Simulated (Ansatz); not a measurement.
# YAlBMo, from a guessed structure to a relaxed one

This structure for YAlBMo is made up. Its elements were placed in a known structure type with a cell scaled to their sizes. What cell does the guess relax to, and how far off was it?

Program: Ansatz 0.2.0. Level of theory: DFT, PBE, plane-wave PAW, files of the set soft_1, scalar-relativistic, no spin, cell and ions relaxed at zero pressure; PAW set soft_1, in the first sound run; inputs show where later runs differ. Results are calculated unless marked as measured.

## (1) The structure

It takes space group Amm2 (No. 38, orthorhombic). The conventional cell has a = 3.318 Å, b = 3.557 Å, c = 10.513 Å, α = 90.00°, β = 90.00°, γ = 90.00°. Nearest to Mo lie 2 B at 2.35 Å and 4 Al at 2.53 Å. Y has 4 B at 2.82 Å and 3 Al at 2.90 to 2.97 Å nearest. Al has 2 B at 1.86 Å and 4 Mo at 2.53 Å and 3 Y at 2.90 to 2.97 Å nearest. Nearest to B lie 2 Al at 1.86 Å and 2 Mo at 2.35 Å and 4 Y at 2.82 Å. Farther neighbours are not listed.

## (2) Relaxation of the guess

The guess takes its coordinates from another compound and its volume from a rule, so the cell and any free coordinates are relaxed together.

The input, input.yaml:

```yaml
crystal:
  lattice:
    - [3.318, 0.0, 0.0]
    - [0.0, 1.7785, 5.2565]
    - [0.0, -1.7785, 5.2565]
  atoms:
    - { symbol: Mo, position: [0.5, 0.8735, 0.8735] }
    - { symbol: "Y", position: [0.0, 0.1567, 0.1567] }
    - { symbol: Al, position: [0.0, 0.4393, 0.4393] }
    - { symbol: B, position: [0.5, 0.5203, 0.5203] }
kpoints:
  mp_grid: { grid: [8, 8, 8] }
scf:
  occupations: { method: fermi_dirac, width: 0.05 }
hamiltonian:
  xc: pbe
  pseudopotentials: { kind: paw, azcp: { folder: soft_1 } }
relax:
  f_tol: 0.015
  max_steps: 70
  cell: {}
output:
  forces: true
  stress: true
```

Command:

```bash
ansatz run input.yaml --threads 4 --pin off --max-ram 8192MiB --backend cpu --events-out ev --progress --plain --runs-dir out
```

Numbers of over 12 decimals in the logs are rounded to 6 here.

The log of the run:

```text
Engine: ansatz 0.2.0, aarch64-unknown-linux-gnu
Pseudopotentials: kind: paw
Pseudopotential: Mo, paw, valence charge 14, recommended cutoff 420 eV (normal), soft_1/Mo.paw.azcp
Pseudopotential: Y, paw, valence charge 11, recommended cutoff 420 eV (normal), soft_1/Y.paw.azcp
Pseudopotential: Al, paw, valence charge 3, recommended cutoff 420 eV (normal), soft_1/Al.paw.azcp
Pseudopotential: B, paw, valence charge 3, recommended cutoff 420 eV (normal), soft_1/B.paw.azcp
Functional definition: PBE
  parameter kappa = 0.804
  parameter beta = 0.066725
  exchange = pbe_x(kappa = kappa, mu = beta*pi^2/3)
  correlation = pbe_c(beta = beta)
Crystal: 4 atoms, lattice volume = 62.038 Å³
Basis set: ecut = 420 eV, 1211 PW (Γ), exchange–correlation on 48×80×80 points (8 copies of the dense FFT grid, shifted against one another)
Bands: 20, of which v1, the nominal top of the filled ones, is band 16 counted from 1 (15 counted from 0)
Symmetry: 4 space group operations
Space group: Amm2 (ITA 38), of the structure as read, at distance tolerance 4.0e-5 Å
k-points: 105 of 512 (time reversal used)
Non-local potential: Mo, projectors of the file, l = 0: 3, l = 1: 2, l = 2: 2, l = 3: 1
Non-local potential: Y, projectors of the file, l = 0: 3, l = 1: 2, l = 2: 2, l = 3: 1
Non-local potential: Al, projectors of the file, l = 0: 2, l = 1: 2, l = 2: 1
Non-local potential: B, projectors of the file, l = 0: 2, l = 1: 2, l = 2: 1
PAW form: soft (Blöchl's): semilocal exchange-correlation on the pseudo side does not see the compensation charge
PAW one-centre angular grid: Mo, 590 points (default); XC on 64 Gauss nodes
PAW one-centre angular grid: Y, 590 points (default); XC on 64 Gauss nodes
PAW one-centre angular grid: Al, 110 points (default); XC on 64 Gauss nodes
PAW one-centre angular grid: B, 110 points (default); XC on 64 Gauss nodes
Initial density: superposition of atomic densities (chi_scale 0.1, normalization cell, long waves kept (reshape's long-wave potential 0.00 eV rms))
Initial wavefunctions: pseudopotential atomic-orbital guess
Functional: x = pbe(κ = 0.804, μ = 0.219515), c = pbe(β = 0.066725)
SCF iter   1: F=—  HF=-9505.613739 eV  |F-HF|=—  |Δ(HF+E_count)|=         —  Δρ=1.69e-1  dr2=4.71e1  ethr=3.10e-3  ⟨swp⟩=5.9  Hψ=10003  notcnv=0
preconditioner: auto → Kerker (q_TF=auto, 2.430 Å⁻¹)  [metal: Δε(μ)=0.008 eV  Ē_g=6.359 eV  σ=0.050 eV  W_gap=0.04  n_scr=14 (ndim 8)  ℏωp=18.3 eV  f_vac=0.000  D(μ)=2.46/eV (n_scr^D=26)]
SCF iter   2: F=—  HF=-9497.779918 eV  |F-HF|=—  |Δ(HF+E_count)|=    7.83e0  Δρ=3.30e-2  dr2=1.38e0  ethr=3.10e-3  ⟨swp⟩=3.8  Hψ=6010  notcnv=0  defer=2
SCF iter   3: F=—  HF=-9497.673021 eV  |F-HF|=—  |Δ(HF+E_count)|=   1.07e-1  Δρ=1.89e-2  dr2=4.48e-1  ethr=3.10e-3  ⟨swp⟩=1.1  Hψ=2906  notcnv=0  defer=2
SCF iter   4: F=—  HF=-9497.614963 eV  |F-HF|=—  |Δ(HF+E_count)|=   5.81e-2  Δρ=2.66e-3  dr2=5.16e-3  ethr=1.45e-3  ⟨swp⟩=2.2  Hψ=3154  notcnv=0
SCF iter   5: F=—  HF=-9497.614968 eV  |F-HF|=—  |Δ(HF+E_count)|=   4.67e-6  Δρ=7.04e-4  dr2=4.55e-4  ethr=1.67e-5  ⟨swp⟩=2.8  Hψ=4203  notcnv=0
SCF iter   6: F=—  HF=-9497.614936 eV  |F-HF|=—  |Δ(HF+E_count)|=   3.24e-5  Δρ=2.67e-4  dr2=9.02e-5  ethr=1.47e-6  ⟨swp⟩=2.6  Hψ=3492  notcnv=0
SCF iter   7: F=—  HF=-9497.614938 eV  |F-HF|=—  |Δ(HF+E_count)|=   2.40e-6  Δρ=4.82e-5  dr2=1.76e-6  ethr=2.91e-7  ⟨swp⟩=2.2  Hψ=2732  notcnv=0
SCF iter   8: F=—  HF=-9497.614938 eV  |F-HF|=—  |Δ(HF+E_count)|=   2.45e-7  Δρ=1.36e-5  dr2=1.52e-7  ethr=5.67e-9  ⟨swp⟩=2.4  Hψ=3262  notcnv=0
SCF iter   9: F=-9497.614938 eV  HF=-9497.614938 eV  |F-HF|=3.36e-9  |Δ(HF+E_count)|=   2.06e-8  Δρ=2.50e-6  dr2=5.11e-9  ethr=3.23e-10  ⟨swp⟩=4.0  Hψ=6591  notcnv=0
SCF 1 converged in 9 iterations: F = -9497.614938 eV  dr2 = 5.11e-9
  greatest PAW one-centre occupation: 0.999 electrons in one spin orbital (limit 2), on the Mo atom at site 0 (counted from 0), in its partial waves of l = 0
relax step   1: F+E_penalty+E_count = -9497.61493778 eV  Δ(F+E_penalty+E_count) = +0.000e0 eV  max|allowed force component| = 3.449e0 eV/Å  Δτ_max = 0.0000 Å  P = +16.436 GPa  Ω = 62.038 Å³  (9 SCF iters, dr2 threshold 1.00e-7 eV, accepted)
Crystal: 4 atoms, lattice volume = 64.806 Å³
Basis set: ecut = 420 eV, 1255 PW (Γ), exchange–correlation on 48×80×80 points (8 copies of the dense FFT grid, shifted against one another)
Initial density: handed on by an earlier stage of this run
Initial wavefunctions: those handed on with the density
iter 1 solved again at ethr=7.34e-4 eV; its pass at ethr=3.10e-3 eV (dr2=2.27e-1 eV) is discarded
SCF iter   1: F=—  HF=-9498.333559 eV  |F-HF|=—  |Δ(HF+E_count)|=         —  Δρ=1.34e-2  dr2=2.28e-1  ethr=7.34e-4  ⟨swp⟩=1.0  Hψ=13298  notcnv=0
preconditioner: auto → Kerker (q_TF=auto, 2.413 Å⁻¹)  [metal: Δε(μ)=0.021 eV  Ē_g=5.132 eV  σ=0.050 eV  W_gap=0.11  n_scr=14 (ndim 8)  ℏωp=17.9 eV  f_vac=0.000  D(μ)=3.06/eV (n_scr^D=26)]
SCF iter   2: F=—  HF=-9498.304144 eV  |F-HF|=—  |Δ(HF+E_count)|=   2.94e-2  Δρ=6.91e-3  dr2=5.88e-2  ethr=7.34e-4  ⟨swp⟩=1.0  Hψ=2100  notcnv=0
SCF iter   3: F=—  HF=-9498.293550 eV  |F-HF|=—  |Δ(HF+E_count)|=   1.06e-2  Δρ=8.08e-4  dr2=4.90e-4  ethr=1.90e-4  ⟨swp⟩=2.0  Hψ=3318  notcnv=0
SCF iter   4: F=—  HF=-9498.293499 eV  |F-HF|=—  |Δ(HF+E_count)|=   5.13e-5  Δρ=1.73e-4  dr2=2.49e-5  ethr=1.58e-6  ⟨swp⟩=2.2  Hψ=3125  notcnv=0
SCF iter   5: F=—  HF=-9498.293482 eV  |F-HF|=—  |Δ(HF+E_count)|=   1.76e-5  Δρ=3.45e-5  dr2=1.07e-6  ethr=8.05e-8  ⟨swp⟩=2.3  Hψ=3001  notcnv=0
SCF iter   6: F=-9498.293481 eV  HF=-9498.293481 eV  |F-HF|=3.18e-8  |Δ(HF+E_count)|=   1.91e-7  Δρ=9.32e-6  dr2=5.81e-8  ethr=1.29e-9  ⟨swp⟩=4.0  Hψ=6611  notcnv=0
SCF 2 converged in 6 iterations: F = -9498.293481 eV  dr2 = 5.81e-8
relax step   2: F+E_penalty+E_count = -9498.29348130 eV  Δ(F+E_penalty+E_count) = -6.785e-1 eV  max|allowed force component| = 2.218e0 eV/Å  Δτ_max = 0.0411 Å  P = +6.593 GPa  Ω = 64.806 Å³  energy of the carried Pulay correction = -7.435e-4 eV  (6 SCF iters, dr2 threshold 4.00e-7 eV, accepted)
Crystal: 4 atoms, lattice volume = 64.351 Å³
Basis set: ecut = 420 eV, 1237 PW (Γ), exchange–correlation on 48×80×80 points (8 copies of the dense FFT grid, shifted against one another)
iter 1 solved again at ethr=1.59e-3 eV; its pass at ethr=3.10e-3 eV (dr2=4.92e-1 eV) is discarded
SCF iter   1: F=—  HF=-9498.638486 eV  |F-HF|=—  |Δ(HF+E_count)|=         —  Δρ=1.67e-2  dr2=4.94e-1  ethr=1.59e-3  ⟨swp⟩=1.0  Hψ=14651  notcnv=0
preconditioner: auto → Kerker (q_TF=auto, 2.416 Å⁻¹)  [metal: Δε(μ)=0.043 eV  Ē_g=5.041 eV  σ=0.050 eV  W_gap=0.21  n_scr=12 (ndim 8)  ℏωp=17.9 eV  f_vac=0.000  D(μ)=1.76/eV (n_scr^D=12)]
SCF iter   2: F=—  HF=-9498.572563 eV  |F-HF|=—  |Δ(HF+E_count)|=   6.59e-2  Δρ=9.11e-3  dr2=1.57e-1  ethr=1.59e-3  ⟨swp⟩=1.0  Hψ=2100  notcnv=0
SCF iter   3: F=—  HF=-9498.539760 eV  |F-HF|=—  |Δ(HF+E_count)|=   3.28e-2  Δρ=1.37e-3  dr2=3.10e-3  ethr=5.07e-4  ⟨swp⟩=2.0  Hψ=3290  notcnv=0
SCF iter   4: F=—  HF=-9498.538917 eV  |F-HF|=—  |Δ(HF+E_count)|=   8.43e-4  Δρ=2.93e-4  dr2=6.81e-5  ethr=1.00e-5  ⟨swp⟩=2.3  Hψ=3574  notcnv=0
SCF iter   5: F=—  HF=-9498.538901 eV  |F-HF|=—  |Δ(HF+E_count)|=   1.60e-5  Δρ=5.53e-5  dr2=1.86e-6  ethr=2.20e-7  ⟨swp⟩=2.0  Hψ=2859  notcnv=0
SCF iter   6: F=-9498.538901 eV  HF=-9498.538901 eV  |F-HF|=2.00e-8  |Δ(HF+E_count)|=   1.65e-8  Δρ=9.64e-6  dr2=7.32e-8  ethr=1.29e-9  ⟨swp⟩=4.0  Hψ=6814  notcnv=0
SCF 3 converged in 6 iterations: F = -9498.538901 eV  dr2 = 7.32e-8
relax step   3: F+E_penalty+E_count = -9498.53890143 eV  Δ(F+E_penalty+E_count) = -2.454e-1 eV  max|allowed force component| = 1.570e0 eV/Å  Δτ_max = 0.1013 Å  P = +3.207 GPa  Ω = 64.351 Å³  energy of the carried Pulay correction = -6.234e-4 eV  (6 SCF iters, dr2 threshold 4.00e-7 eV, accepted)
[... from here on, the SCF cycles and remarks between the steps are left out ...]
relax step   4: F+E_penalty+E_count = -9498.69028898 eV  Δ(F+E_penalty+E_count) = -1.514e-1 eV  max|allowed force component| = 4.023e-1 eV/Å  Δτ_max = 0.1399 Å  P = +0.488 GPa  Ω = 65.793 Å³  energy of the carried Pulay correction = -1.001e-3 eV  (6 SCF iters, dr2 threshold 4.00e-7 eV, accepted)
relax step   5: F+E_penalty+E_count = -9498.69823167 eV  Δ(F+E_penalty+E_count) = -7.943e-3 eV  max|allowed force component| = 2.654e-1 eV/Å  Δτ_max = 0.0448 Å  P = -0.543 GPa  Ω = 65.726 Å³  energy of the carried Pulay correction = -9.835e-4 eV  (6 SCF iters, dr2 threshold 4.00e-7 eV, accepted)
relax step   6: F+E_penalty+E_count = -9498.70793722 eV  Δ(F+E_penalty+E_count) = -9.706e-3 eV  max|allowed force component| = 9.815e-2 eV/Å  Δτ_max = 0.0212 Å  P = -0.119 GPa  Ω = 65.718 Å³  energy of the carried Pulay correction = -9.812e-4 eV  (6 SCF iters, dr2 threshold 4.00e-7 eV, accepted)
relax step   7: F+E_penalty+E_count = -9498.70890402 eV  Δ(F+E_penalty+E_count) = -9.668e-4 eV  max|allowed force component| = 2.682e-2 eV/Å  Δτ_max = 0.0136 Å  P = +0.161 GPa  Ω = 65.714 Å³  energy of the carried Pulay correction = -9.803e-4 eV  (6 SCF iters, dr2 threshold 4.00e-7 eV, accepted)
relax step   8: F+E_penalty+E_count = -9498.70895151 eV  Δ(F+E_penalty+E_count) = -4.749e-5 eV  max|allowed force component| = 1.016e-3 eV/Å  Δτ_max = 0.0016 Å  P = -0.005 GPa  Ω = 65.800 Å³  energy of the carried Pulay correction = -1.003e-3 eV  (6 SCF iters, dr2 threshold 6.95e-8 eV, accepted)
relax step   9: F+E_penalty+E_count = -9498.71123699 eV  Δ(F+E_penalty+E_count) = -2.285e-3 eV  max|allowed force component| = 2.667e-3 eV/Å  Δτ_max = 0.0000 Å  P = +0.031 GPa  Ω = 65.800 Å³  stress off target by 8.54e-2 GPa  SCF on the basis re-selected at this cell (its energy is not comparable with the rows above)  (6 SCF iters)
relax step  10: F+E_penalty+E_count = -9498.71124035 eV  Δ(F+E_penalty+E_count) = -3.360e-6 eV  max|allowed force component| = 8.997e-4 eV/Å  Δτ_max = 0.0007 Å  P = +0.002 GPa  Ω = 65.819 Å³  energy of the carried Pulay correction = -4.195e-6 eV  (6 SCF iters, dr2 threshold 1.82e-8 eV, accepted)
iter 1 solved again at ethr=1.09e-7 eV; its pass at ethr=3.10e-3 eV (dr2=3.37e-5 eV) is discarded
SCF iter   1: F=—  HF=-9498.711256 eV  |F-HF|=—  |Δ(HF+E_count)|=         —  Δρ=1.40e-6  dr2=1.28e-9  ethr=1.09e-7  ⟨swp⟩=3.1  Hψ=15114  notcnv=0
eigensolver tolerance schedule: the retry pair's looser diagonalisation over-reported the residual by 26299.31 of it (diagonalisation noise at 11.92 of the residual, at the tolerance the schedule requests for it); recorded, not acted on — ethr = c·dr2/N_el stays at c = 1.0e-1
SCF iter   2: F=—  HF=-9498.711245 eV  |F-HF|=—  |Δ(HF+E_count)|=   1.16e-5  Δρ=6.13e-7  dr2=2.21e-10  ethr=4.13e-12  ⟨swp⟩=3.5  Hψ=4903  notcnv=0
SCF iter   3: F=—  HF=-9498.711245 eV  |F-HF|=—  |Δ(HF+E_count)|=  3.64e-12  Δρ=4.23e-7  dr2=1.01e-10  ethr=1.00e-12  ⟨swp⟩=1.0  Hψ=2100  notcnv=0
iter 4 did not close the SCF: its close was put off for the readings that it lacked (scf_convergence_deferred on its scf_iter line)
SCF iter   4: F=-9498.711245 eV  HF=-9498.711245 eV  |F-HF|=3.64e-12  |Δ(HF+E_count)|=  7.28e-12  Δρ=6.09e-8  dr2=3.31e-12  ethr=1.00e-12  ⟨swp⟩=1.2  Hψ=2125  notcnv=0
iter 5 did not close the SCF: its close was put off for the readings that it lacked (scf_convergence_deferred on its scf_iter line)
SCF iter   5: F=-9498.711245 eV  HF=-9498.711245 eV  |F-HF|=1.82e-12  |Δ(HF+E_count)|=  3.64e-12  Δρ=1.26e-8  dr2=1.76e-13  ethr=1.00e-12  ⟨swp⟩=1.0  Hψ=2100  notcnv=0
iter 6 did not close the SCF: its close was put off for the readings that it lacked (scf_convergence_deferred on its scf_iter line)
SCF iter   6: F=-9498.711245 eV  HF=-9498.711245 eV  |F-HF|=1.82e-12  |Δ(HF+E_count)|=    0.00e0  Δρ=6.33e-9  dr2=2.73e-14  ethr=1.00e-12  ⟨swp⟩=1.0  Hψ=2100  notcnv=0
iter 7 did not close the SCF: its close was put off for the readings that it lacked (scf_convergence_deferred on its scf_iter line)
SCF iter   7: F=-9498.711245 eV  HF=-9498.711245 eV  |F-HF|=1.82e-12  |Δ(HF+E_count)|=  1.82e-12  Δρ=3.08e-9  dr2=6.80e-15  ethr=1.00e-12  ⟨swp⟩=1.0  Hψ=2100  notcnv=0
SCF iter   8: F=-9498.711245 eV  HF=-9498.711245 eV  |F-HF|=1.82e-12  |Δ(HF+E_count)|=    0.00e0  Δρ=1.56e-9  dr2=1.69e-15  ethr=1.00e-12  ⟨swp⟩=1.0  Hψ=4620  notcnv=0
SCF 11 converged in 8 iterations: F = -9498.711245 eV  dr2 = 1.69e-15
relax step  11: F+E_penalty+E_count = -9498.71124454 eV  Δ(F+E_penalty+E_count) = -4.184e-6 eV  max|allowed force component| = 8.982e-4 eV/Å  Δτ_max = 0.0000 Å  P = +0.002 GPa  Ω = 65.819 Å³  stress off target by 9.14e-3 GPa  SCF on the basis re-selected at this cell (its energy is not comparable with the rows above)  (8 SCF iters)
basis re-selected at this cell: Δ(F+E_penalty+E_count) = -4.184e-6 eV, ΔP = -0.000 GPa vs the last step (what re-selecting the basis moved, of the pressure what is left beyond the Pulay correction that the steps carried, after the strain that the cell walked since its last selection, with what the two solves' SCF thresholds leave and, on support functions, any second-order correction that the steps lacked; it is no m [...]
SCF converged after 8 iterations
Free energy (F): -9498.711245 eV
Harris-Foulkes:  -9498.711245 eV  (|F-HF|=1.82e-12)
Internal energy: -9498.696467 eV  (E = F + TS)
E sigma→0 (E₀):  -9498.703856 eV
Entropy (-TS):   -0.014777 eV (-3.694 meV/atom)
Fermi energy:    12.117057 eV
--- Per-component energies (eV) ---
  E_band       = -209.165134
  E_kinetic    = 808.266838
  E_local      = -1722.337614  (includes V_loc(G=0)·N_el)
  E_nonlocal   = 195.210210
  E_hartree    = 603.476898
  E_xc         = -425.544620
  E_vxc        = -493.144442  (∫ρ·V_xc dr)
  E_paw        = -6575.619895  (= ΣΔE_a)
  E_vpaw       = -204.113999  (= ΣTr[D̂ρ^β])
  E_aug_tail   = 0.000078  (compensation charges beyond the density's cutoff)
  E_ewald      = -2382.148361
  E_smearing   = -0.014777  (= −TS)
  E_closure    = 0.000000  (closes the sum)
  Σ components = -9498.711245   (vs F -9498.711245, Δ=0.00e0)
--- Forces (eV/Å), atoms counted from 1 ---
  atom   1  Mo     0.00000000     0.00000000     0.00027523
  atom   2  Y     -0.00000000    -0.00000000     0.00089818
  atom   3  Al    -0.00000000    -0.00000000    -0.00036189
  atom   4  B      0.00000000     0.00000000    -0.00081154
  max |Σ_I F_I| component: 1.75e-8 eV/Å
--- Stress (GPa, compression-positive) ---
       -0.003136       0.000000      -0.000000
        0.000000       0.009137       0.000000
       -0.000000       0.000000       0.000313
  P = ⅓ Tr σ = 0.0021 GPa (0.021 kbar)
--- Relaxed structure (9 steps of the walk, 9 accepted, 2 SCFs on fresh bases) ---
  F+E_penalty+E_count = -9498.71124454 eV   max|allowed force component| = 8.982e-4 eV/Å   (the final SCF, on the basis selected at the relaxed cell)
  cell:  # Å, volume = 65.8194 Å³
    - [3.631060, 0.0, 0.0]
    - [0.0, 1.749758, 5.179791]
    - [0.0, -1.749758, 5.179791]
  atoms:
    - { symbol: Mo, position: [0.500000, 0.874009, 0.874009] }
    - { symbol: Y, position: [0.0, 0.150796, 0.150796] }
    - { symbol: Al, position: [0.0, 0.425879, 0.425879] }
    - { symbol: B, position: [0.500000, 0.539116, 0.539116] }
```

The job ended after 29 s (4 threads of Arm Neoverse V2, shared host; peak memory 0.48 GiB).

The steps of the relaxation:

| step | energy less that of the first step (eV) | largest force component (eV/Å) | pressure (GPa) | volume (Å³) |
| --- | --- | --- | --- | --- |
| 1 | 0.0000 | 3.4494 | 16.44 | 62.04 |
| 2 | -0.6785 | 2.2185 | 6.59 | 64.81 |
| 3 | -0.9240 | 1.5700 | 3.21 | 64.35 |
| 4 | -1.0754 | 0.4023 | 0.49 | 65.79 |
| 5 | -1.0833 | 0.2654 | -0.54 | 65.73 |
| 6 | -1.0930 | 0.0981 | -0.12 | 65.72 |
| 7 | -1.0940 | 0.0268 | 0.16 | 65.71 |
| 8 | -1.0940 | 0.0010 | 0.00 | 65.80 |
| 9* | -1.0963 | 0.0027 | 0.03 | 65.80 |
| 10 | -1.0963 | 0.0009 | 0.00 | 65.82 |
| 11* | -1.0963 | 0.0009 | 0.00 | 65.82 |

Relaxation steps marked * repeat the geometry before them on a plane-wave basis chosen anew for their cell, so energy and pressure can jump there.

Forces are held to the 4 operations that the run works with; a distortion that breaks them can't arise in this run.

| conventional cell, symmetrised | before | after | change |
| --- | --- | --- | --- |
| a (Å) | 3.318 | 3.631 | +9.4 % |
| b (Å) | 3.557 | 3.500 | -1.6 % |
| c (Å) | 10.513 | 10.360 | -1.5 % |
| volume (Å³/atom) | 15.51 | 16.45 | +6.1 % |

The atoms that moved most (Å, as changes of fractional coordinates times the final cell):

| atom | dx | dy | dz | length |
| --- | --- | --- | --- | --- |
| B4 | 0.000 | 0.000 | 0.195 | 0.195 |
| Al3 | 0.000 | 0.000 | -0.139 | 0.139 |
| Y2 | 0.000 | 0.000 | -0.061 | 0.061 |
| Mo1 | 0.000 | 0.000 | 0.005 | 0.005 |

Final coordinates:

```xyz
4
Lattice="3.6311 0.0000 0.0000 0.0000 1.7498 5.1798 0.0000 -1.7498 5.1798" Properties=species:S:1:pos:R:3 pbc="T T T"
Mo    1.8155    0.0000    9.0544
Y     0.0000    0.0000    1.5622
Al    0.0000    0.0000    4.4119
B     1.8155    0.0000    5.5850
```

This step gave:

```
free energy             : -9498.7112 eV
energy at zero smearing : -9498.7039 eV
smearing term TS        : 0.01478 eV
Fermi energy            : 12.12 eV
electrons               : 31
symmetry operations     : 4
pressure                : 0.002104 GPa
```

Shortest distances by pair of elements, guess and relaxed (not always the same contact):

| pair | guess (Å) | relaxed (Å) |
| --- | --- | --- |
| Al–B | 1.865 | 2.162 |
| B–Mo | 2.355 | 2.447 |
| Al–Mo | 2.529 | 2.578 |
| B–Y | 2.823 | 2.774 |
| Al–Y | 2.896 | 2.850 |

The relaxation ends with a largest force component of 9.0e-4 eV/Å and a pressure of 0.00 GPa.

(Continued in part 2 of 2.)

[Logs are printed without paths, hosts, clocks, repeated set-up lines and the standing remarks that a program may print on its own settings, such as how far it seeks lower states.]

[Hosts, paths, dates, database ids (printed as entryN), source tags and the programs' standing remarks are cut or masked in the printed files.]
